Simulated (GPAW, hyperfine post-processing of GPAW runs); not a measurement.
# Fermi-contact shifts in K2MgFe2O4

How far does Fe shift the 25Mg, 39K and 17O resonances of K2MgFe2O4 at 320 K?

Main program and level: GPAW 26.7.0; DFT, revPBE+U, plane-wave PAW, GPAW setups, collinear spin, scalar-relativistic.

## Step 1: Starting point

The cell holds 9 atoms: 2 Fe, 2 K, 1 Mg and 4 O. Cell: a = 3.342 Å, b = 5.874 Å, c = 7.618 Å, α = 79.4°, β = 77.7°, γ = 74.8°.

Structure file:

```xyz
9
Lattice="3.3416 0.0000 0.0000 1.5356 5.6697 0.0000 1.6166 1.0179 7.3741" Properties=species:S:1:pos:R:3 pbc="T T T"
Fe    4.9789    5.3307    1.3232
Fe    1.6134    1.5648    6.0569
K     4.8310    4.6900    4.5796
K     1.6247    2.0694    2.7948
Mg    3.2626    3.3535    0.2958
O     3.2451    1.4395    0.6352
O     3.2827    1.7737    4.9900
O     3.2259    4.3832    2.1187
O     3.1966    5.1548    6.8751
```

The cell is a computed entry of the Materials Project; it need not be the form that is stable at ambient conditions. The atoms stand as given; the largest force on them is 0.19 eV/Å.

## Step 2: All moments parallel

The hyperfine field is read from the state with all Fe moments parallel, which stands for the saturated paramagnet. A Hubbard U holds the open shell closer to the ion than the plain functional does, which changes how much spin reaches the ligands. GPAW's U acts on normalised projectors, so its value can't be carried over from other programs one to one.

scf.py

```python
import json
from ase import Atoms
from ase.parallel import parprint
from gpaw import GPAW, PW, FermiDirac, MixerDif

atoms = Atoms(['Fe', 'Fe', 'K', 'K', 'Mg', 'O', 'O', 'O', 'O'],
              cell=[[3.341569, 0.0, 0.0], [1.535641, 5.669699, 0.0], [1.616578, 1.017895, 7.374101]],
              scaled_positions=[[0.985923, 0.907993, 0.179433], [0.026404, 0.128534, 0.821377], [0.81636, 0.715715, 0.621032], [0.166409, 0.296947, 0.378996], [0.688461, 0.584279, 0.040116], [0.819882, 0.238431, 0.086144], [0.56709, 0.191354, 0.676686], [0.494811, 0.721506, 0.287322], [0.16466, 0.741803, 0.932332]],
              magmoms=[4.0, 4.0, 0.0, 0.0, 0.0, 0.0, 0.0, 0.0, 0.0], pbc=True)
atoms.calc = GPAW(mode=PW(500), xc='revPBE', kpts={'size': (6, 4, 3), 'gamma': True}, spinpol=True, setups={'Fe': ':d,4'},
                  occupations=FermiDirac(0.02, fixmagmom=True), mixer=MixerDif(0.12, 6, 30),
                  convergence={'density': 1e-5}, maxiter=150, symmetry={'tolerance': 1e-4},
                  legacy_gpaw=True, txt='scf.txt')
parprint('energy', atoms.get_potential_energy())
parprint('moment', atoms.get_magnetic_moment())
parprint('moments', json.dumps(atoms.get_magnetic_moments().round(4).tolist()))
parprint('fermi', json.dumps(list(map(float, atoms.calc.get_fermi_levels()))))
levels = [[e - f for k in range(len(atoms.calc.get_ibz_k_points())) for e in atoms.calc.get_eigenvalues(k, s)] for s, f in enumerate(atoms.calc.get_fermi_levels())]
parprint('gap', min(min(e for e in x if e > 0) + f for x, f in zip(levels, atoms.calc.get_fermi_levels())) - max(max(e for e in x if e <= 0) + f for x, f in zip(levels, atoms.calc.get_fermi_levels())))
parprint('positions', json.dumps(atoms.get_scaled_positions(wrap=False).round(6).tolist()))
parprint('forces', json.dumps(atoms.get_forces().round(4).tolist()))
atoms.calc.write('gs.gpw')
```

A second script reads the saved density on one core and turns GPAW's hyperfine parameters into fields at the nuclei:

contact.py

```python
import numpy as np
from ase.units import _e, _hplanck
from gpaw import GPAW
from gpaw.hyperfine import hyperfine_parameters

calc = GPAW('gs.gpw', legacy_gpaw=True, txt=None)
tesla = _e / _hplanck / 7.6225932e6 / 2  # eV per unit g_N to the field at the nucleus
valence = hyperfine_parameters(calc, exclude_core=True)
try:
    full = hyperfine_parameters(calc)
except AssertionError:
    full = valence
    print('the core solver failed')
print('atom     contact field (T): all, valence')
for a, s in enumerate(calc.get_atoms().symbols):
    print(f'{a + 1:3d} {s:2s} {np.trace(full[a]) / 3 * tesla:11.5f} {np.trace(valence[a]) / 3 * tesla:11.5f}')
```

Command:

```sh
$ OMP_NUM_THREADS=1 mpirun -n 4 gpaw python scf.py > gpaw.log
$ python contact.py
```

Numbers of over 12 decimals in the logs are rounded to 6 here.

Output:

```text
[a pick of lines from scf.txt and the scripts' output, long numbers rounded; set-up, eigenvalues, and the printed gap, site moments, positions and forces are left out]
Symmetries present (total): 1
72 k-points: 6 x 4 x 3 Monkhorst-Pack grid + [1/12,1/8,0.000000]
38 k-points in the irreducible part of the Brillouin zone
  Cutoff energy: 500.000 eV
Occupation numbers: Fixed magnetic moment: 8.000
  width: 0.0200  # eV
XC parameters: revPBE with 2 nearest neighbor stencil
Number of bands in calculation: 50
Number of valence electrons: 68
iter:   1 02:46:17   -52.594038                   +8.0308
iter:   2 02:46:22   -49.500049   -0.48  -1.00    +8.0092
iter:   3 02:46:27   -48.174211   -0.49  -1.14    +8.0025
[... 122 further iterations ...]
iter: 126 02:56:10   -49.269330c  -7.03  -4.36    +8.0000
iter: 127 02:56:14   -49.269340c  -6.84  -4.65    +8.0000
iter: 128 02:56:19   -49.269341c  -7.46c -5.21c   +8.0000
Converged after 128 iterations.
Total magnetic moment: (0.000000, 0.000000, 8.000000)
Local magnetic moments:
Free energy:    -49.269341
Extrapolated:   -49.269341
Fermi levels: 4.93779, 5.49136
energy -49.269341
moment 8.000000
fermi [4.937788, 5.491361]
atom     contact field (T): all, valence
  1 Fe   -11.99858    32.27653
  2 Fe   -17.28042    28.45262
  3 K      0.58648     0.59855
  4 K      1.20626     1.22706
  5 Mg     0.88636     0.87629
  6 O      3.66427     4.98248
  7 O      4.53550     6.05452
  8 O      4.50541     5.52190
  9 O      5.26471     6.26770
```

It took 10 min on 4 MPI ranks of Arm Neoverse V1, shared host; 41 min of CPU time.

The cell holds 8.00 μB on 2 Fe, so S = 2.00. The total moment is held at that value. The contact field is B = (2μ₀/3) μB ρ_s, 7.769 T for 1 e/Å³, and A_iso = γB/(2πS) sums over all ions. The valence part leaves out the polarisation of the frozen cores, which GPAW adds afterwards by solving for the core states in the spin-dependent potential:

| site | atom | atoms in cell | links to Fe | field (T) | valence part (T) | A_iso (MHz) |
| --- | --- | --- | --- | --- | --- | --- |
| Mg | 5 | 1 | 6 Fe through links of 82 to 84° (4), 104° (1), 119 to 122° (2) and 167° (1) | 0.886 | 0.876 | -1.16 |
| K(1) | 3 | 1 | 10 Fe through links of 74 to 82° (6), 88° (2), 123 to 126° (2) and 135 to 140° (4) | 0.586 | 0.599 | 0.583 |
| K(2) | 4 | 1 | 10 Fe through links of 67 to 160° (14) | 1.21 | 1.23 | 1.20 |
| O(1) | 6 | 1 | bonded to 2 Fe at 1.92 to 2.15 Å | 3.66 | 4.98 | -10.6 |
| O(2) | 7 | 1 | bonded to 2 Fe at 1.99 Å | 4.54 | 6.05 | -13.1 |
| O(3) | 8 | 1 | bonded to 2 Fe at 2.01 to 2.15 Å | 4.51 | 5.52 | -13.0 |
| O(4) | 9 | 1 | bonded to 2 Fe at 2.18 to 2.24 Å | 5.26 | 6.27 | -15.2 |

## Step 3: Reversing single moments

Above the ordering point the moments are not free: their couplings set the Weiss constant, which scales every shift. Reversing one ion measures these couplings, and shows at once how much of each shift that ion sends.

Edit scf.py of step 2 so:

```diff
@@ -8,3 +8,3 @@
               scaled_positions=[[0.985923, 0.907993, 0.179433], [0.026404, 0.128534, 0.821377], [0.81636, 0.715715, 0.621032], [0.166409, 0.296947, 0.378996], [0.688461, 0.584279, 0.040116], [0.819882, 0.238431, 0.086144], [0.56709, 0.191354, 0.676686], [0.494811, 0.721506, 0.287322], [0.16466, 0.741803, 0.932332]],
-              magmoms=[4.0, 4.0, 0.0, 0.0, 0.0, 0.0, 0.0, 0.0, 0.0], pbc=True)
+              magmoms=[-4.0, 4.0, 0.0, 0.0, 0.0, 0.0, 0.0, 0.0, 0.0], pbc=True)
 atoms.calc = GPAW(mode=PW(500), xc='revPBE', kpts={'size': (6, 4, 3), 'gamma': True}, spinpol=True, setups={'Fe': ':d,4'},
```

Output:

```text
[a pick of lines from scf.txt and the scripts' output, long numbers rounded; set-up, eigenvalues, and the printed gap, site moments, positions and forces are left out]
Symmetries present (total): 1
72 k-points: 6 x 4 x 3 Monkhorst-Pack grid + [1/12,1/8,0.000000]
38 k-points in the irreducible part of the Brillouin zone
  Cutoff energy: 500.000 eV
Occupation numbers: Fixed magnetic moment: 0.000
  width: 0.0200  # eV
XC parameters: revPBE with 2 nearest neighbor stencil
Number of bands in calculation: 45
Number of valence electrons: 68
iter:   1 02:56:35   -52.227642                   -0.0000
iter:   2 02:56:39   -49.117671   -0.46  -1.00    -0.0000
iter:   3 02:56:44   -47.843798   -0.41  -1.13    -0.0000
[... 121 further iterations ...]
iter: 125 03:05:26   -49.247836c  -7.84c -4.61    +0.0000
iter: 126 03:05:30   -49.247843c  -6.90  -4.71    +0.0000
iter: 127 03:05:34   -49.247843c  -7.45c -5.28c   +0.0000
Converged after 127 iterations.
Total magnetic moment: (0.000000, 0.000000, 0.000000)
Local magnetic moments:
Free energy:    -49.247843
Extrapolated:   -49.247843
Fermi levels: 5.38079, 5.44731
energy -49.247843
moment 3.754236505004727e-12
fermi [5.380792, 5.447313]
atom     contact field (T): all, valence
  1 Fe    11.20706   -33.10825
  2 Fe   -16.07365    29.29167
  3 K     -0.62424    -0.62954
[...]
8 O     -4.47529    -5.49127
  9 O     -0.38968    -0.71462
```

The job ended after 9.2 min (4 MPI ranks; 37 min of CPU time).

The parallel state has -49.2693 eV at zero smearing. Each flip reverses one ion with all its periodic images. It gives an energy and, by half the change of the contact field, the share of that set of ions in each shift at 320 K (ppm; atoms of one site can get unlike shares):

| atom reversed | energy (eV) | change (meV) | Mg | K(1) | K(2) | O(1) | O(2) | O(3) | O(4) |
| --- | --- | --- | --- | --- | --- | --- | --- | --- | --- |
| Fe1 | -49.2478 | 21.5 | 1870 | 2540 | 1760 | 6610 | 757 | 18900 | 11900 |
| Fe2 | -49.2478 | 21.5 | 1850 | -80 | 3300 | 8770 | 18300 | 62 | 10200 |

In mean-field theory Θ = ΔE (S + 1) / (6 S k_B), as a plain mean over the flips, not weighted by how often each ion occurs: Θ = 62 K. Couplings between an ion and its own images are missing, and in this cell images lie no farther than 1.2 times the shortest distance between magnetic ions, so couplings that may matter are lost and this Θ is not relied on. Θ = 0 is used for the shifts.

## Step 4: Other levels of theory

Spin transfer to the ligands hangs on how far the functional delocalises the open shell, so other levels show how much the fields depend on it.

Contact fields (T) with all moments parallel; times on 4 MPI ranks of Arm Neoverse V1, shared host. The cutoff is 500 eV where none is named; the moment is held in each run.

| level | moment (μB) | time | Mg | K(1) | K(2) | O(1) | O(2) | O(3) |
| --- | --- | --- | --- | --- | --- | --- | --- | --- |
| revPBE +U Fe 4 eV | 8.00 | 10 min | 0.886 | 0.586 | 1.21 | 3.66 | 4.54 | 4.51 |
| revPBE +U Fe 2 eV | 8.00 | 5.6 min | 1.02 | 0.516 | 1.46 | 3.79 | 4.96 | 4.78 |
| LDA +U Fe 4 eV | 8.00 | 9.5 min | 0.983 | 0.354 | 1.12 | 3.04 | 3.91 | 3.99 |
| revPBE +U Fe 4 eV, 650 eV | 8.00 | 17 min | 0.874 | 0.574 | 1.19 | 3.60 | 4.47 | 4.45 |

Not finished: revPBE (not converged after 12 min) and revPBE+U (not converged after 13 min).

## Step 5: From fields to shifts

The shift is δ = B · g μB (S + 1) / (3 k_B (T − Θ)) with g = 2; at 320 K and Θ = 0 K one tesla gives 4198 ppm. The anisotropy is a sum over point dipoles on the Fe ions, scaled alike; on atoms bound to Fe, spin in their own p shell adds an anisotropy that this leaves out.

| site | nucleus | δ_iso (ppm) | with the calculated Θ | reduced anisotropy (ppm) | asymmetry |
| --- | --- | --- | --- | --- | --- |
| Mg | 25Mg | 3720 | 4620 | 2340 | 0.66 |
| K(1) | 39K | 2460 | 3060 | -900 | 0.31 |
| K(2) | 39K | 5060 | 6290 | -869 | 0.83 |
| O(1) | 17O | 15400 | 19100 | -2860 | 0.96 |
| O(2) | 17O | 19000 | 23700 | -4240 | 0.94 |
| O(3) | 17O | 18900 | 23500 | -3390 | 0.77 |
| O(4) | 17O | 22100 | 27500 | 2570 | 0.72 |

The reduced anisotropy is δ_zz − δ_iso, with zz the principal value farthest from δ_iso. The Weiss constant adds its own doubt: exchange couplings from semilocal functionals with a U can miss even their sign, and a Θ lower by 100 K would lower every shift by 24 %.

25Mg MAS at 9.4 T (24.5 MHz), 40 kHz, 320 K; contact and dipolar shift alone, no orbital or quadrupolar part; lines under 1.5 % of the strongest are left out. Lines of the NMR spectrum (strongest = 100):

| position (ppm) | label | intensity |
| --- | --- | --- |
| 458.2 | Mg -2 | 2.4 |
| 2089.7 | Mg -1 | 19 |
| 3721.1 | Mg centre | 100 |
| 5352.6 | Mg +1 | 16 |
| 6984.0 | Mg +2 | 4.0 |

## Step 6: Summary of results

```
spin of Fe                                   : 2.00
Weiss constant, mean field (rough, not used) : 62 K
25Mg contact shift at 320 K, Θ = 0 K         : 3720 ppm
39K contact shift at 320 K, Θ = 0 K          : 2460, 5060 ppm
17O contact shift at 320 K, Θ = 0 K          : 15400, 19000, 18900, 22100 ppm
```

In words: At 320 K the Fe moments shift 25Mg on Mg by 3720 ppm, 39K on K(1) by 2460 ppm, 39K on K(2) by 5060 ppm, 17O on O(1) by 15400 ppm, 17O on O(2) by 19000 ppm and 17O on O(3) by 18900 ppm, scaled with a pure Curie law. No measured Weiss constant is at hand, and the one from single flips is too rough to scale with, so the shifts are given for a pure Curie law; each 30 K of Θ would move them by about 9 %. The calculated Θ of 62 K would multiply them by 1.24. Over the levels shown, the field at Mg runs from 0.874 T (revPBE +U Fe 4 eV, 650 eV) to 1.02 T (revPBE +U Fe 2 eV). All this holds only well above the ordering temperature and the strongest exchange, neither of which is computed. The orbital (chemical) shift and the pseudocontact shift from g anisotropy are not included. The moment is taken as spin only; Fe in this state can carry an orbital part, which raises the real effective moment. GPAW's core response is not screened by the valence electrons and can be too large by up to a factor of two, so sites where total and valence fields differ much are unsure by that part. For anions bound to the magnetic ion the point-dipole anisotropy lacks the spin in their own p orbitals, and their lines are broad and relax fast. On O(1) and O(2) total and valence fields differ by over a quarter of the total (by up to 0.36 times the total); that core part hangs on the functional and on the program's treatment of the cores, and where it exceeds the total neither size nor sign of the shift is settled. The dipole sum is for a spherical crystallite; bulk susceptibility, which broadens real lines, and quadrupolar couplings are left out.

[Logs are printed without paths, hosts, clocks, repeated set-up lines and the standing remarks that a program may print on its own settings, such as how far it seeks lower states.]

[Hosts, paths, dates, database ids (printed as entryN), source tags and the programs' standing remarks are cut or masked in the printed files.]
